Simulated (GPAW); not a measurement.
# The O K excitation threshold of MgO (Periclase, Fm-3m) under uniform strain

For each volume the threshold was computed as E(hole) − E(ground) plus the lowest empty eigenvalue of the hole cell (GPAW, RPBE, 16-atom cell, total energies on 4×4×4 k points, the eigenvalue on 5×5×5, hole spin-paired). The values are raw, 9 eV above the value with the free atom's term for the hole's spin taken off; only their change is used. The threshold is the spectrum's zero, where absorption may be weak, not the visible edge.

| volume | ln(V/V₀) | threshold (eV) |
| --- | --- | --- |
| V × 0.94 | -0.06188 | 541.283 |
| V × 0.97 | -0.03046 | 540.980 |
| V × 1 | +0.00000 | ? |
| V × 1.03 | +0.02956 | 540.435 |
| V × 1.06 | +0.05827 | 540.180 |

The database entry behind the starting cell differs from later determinations by our own check (about 0.1 % long), so it need not match the best structure at ambient conditions.

Fit a straight line in ln(V/V₀), give its slope, and predict the threshold at V × 1.

The means of the given rows are x̄ = -0.00113 and Ē = 540.719 eV. Σ(x − x̄)(E − Ē) = -0.08265 and Σ(x − x̄)² = 0.009021, so the slope is -9.16 eV, and the line passes the given rows within 0.008 eV. At x = +0.00000 it gives 540.719 + (-9.16) × (+0.00113) = 540.709 eV. The run gives 540.697 eV, a miss of +0.012 eV over a total move of -1.103 eV. The slope is the clamped-ion volume deformation potential of the lowest empty level of the hole cell on this mesh (the hole may pull it below the band edge) against the O 1s level, with the hole's relaxation included: the threshold falls by 0.092 eV for 1 % of expansion. The charged cell's image error also scales with the cell's size and isn't taken out.

[Hosts, paths, dates, database ids (printed as entryN), source tags and the programs' standing remarks are cut or masked in the printed files.]

[Lists of maxima count a maximum above −3 eV only where it reaches 4 % of the highest in the window and stands out from its surroundings by 2 % of it (1.5 % where it reaches 55 %); shoulders and weaker maxima are passed over, and of the rest the first, up to two pre-edge ones and the few strongest are named.]
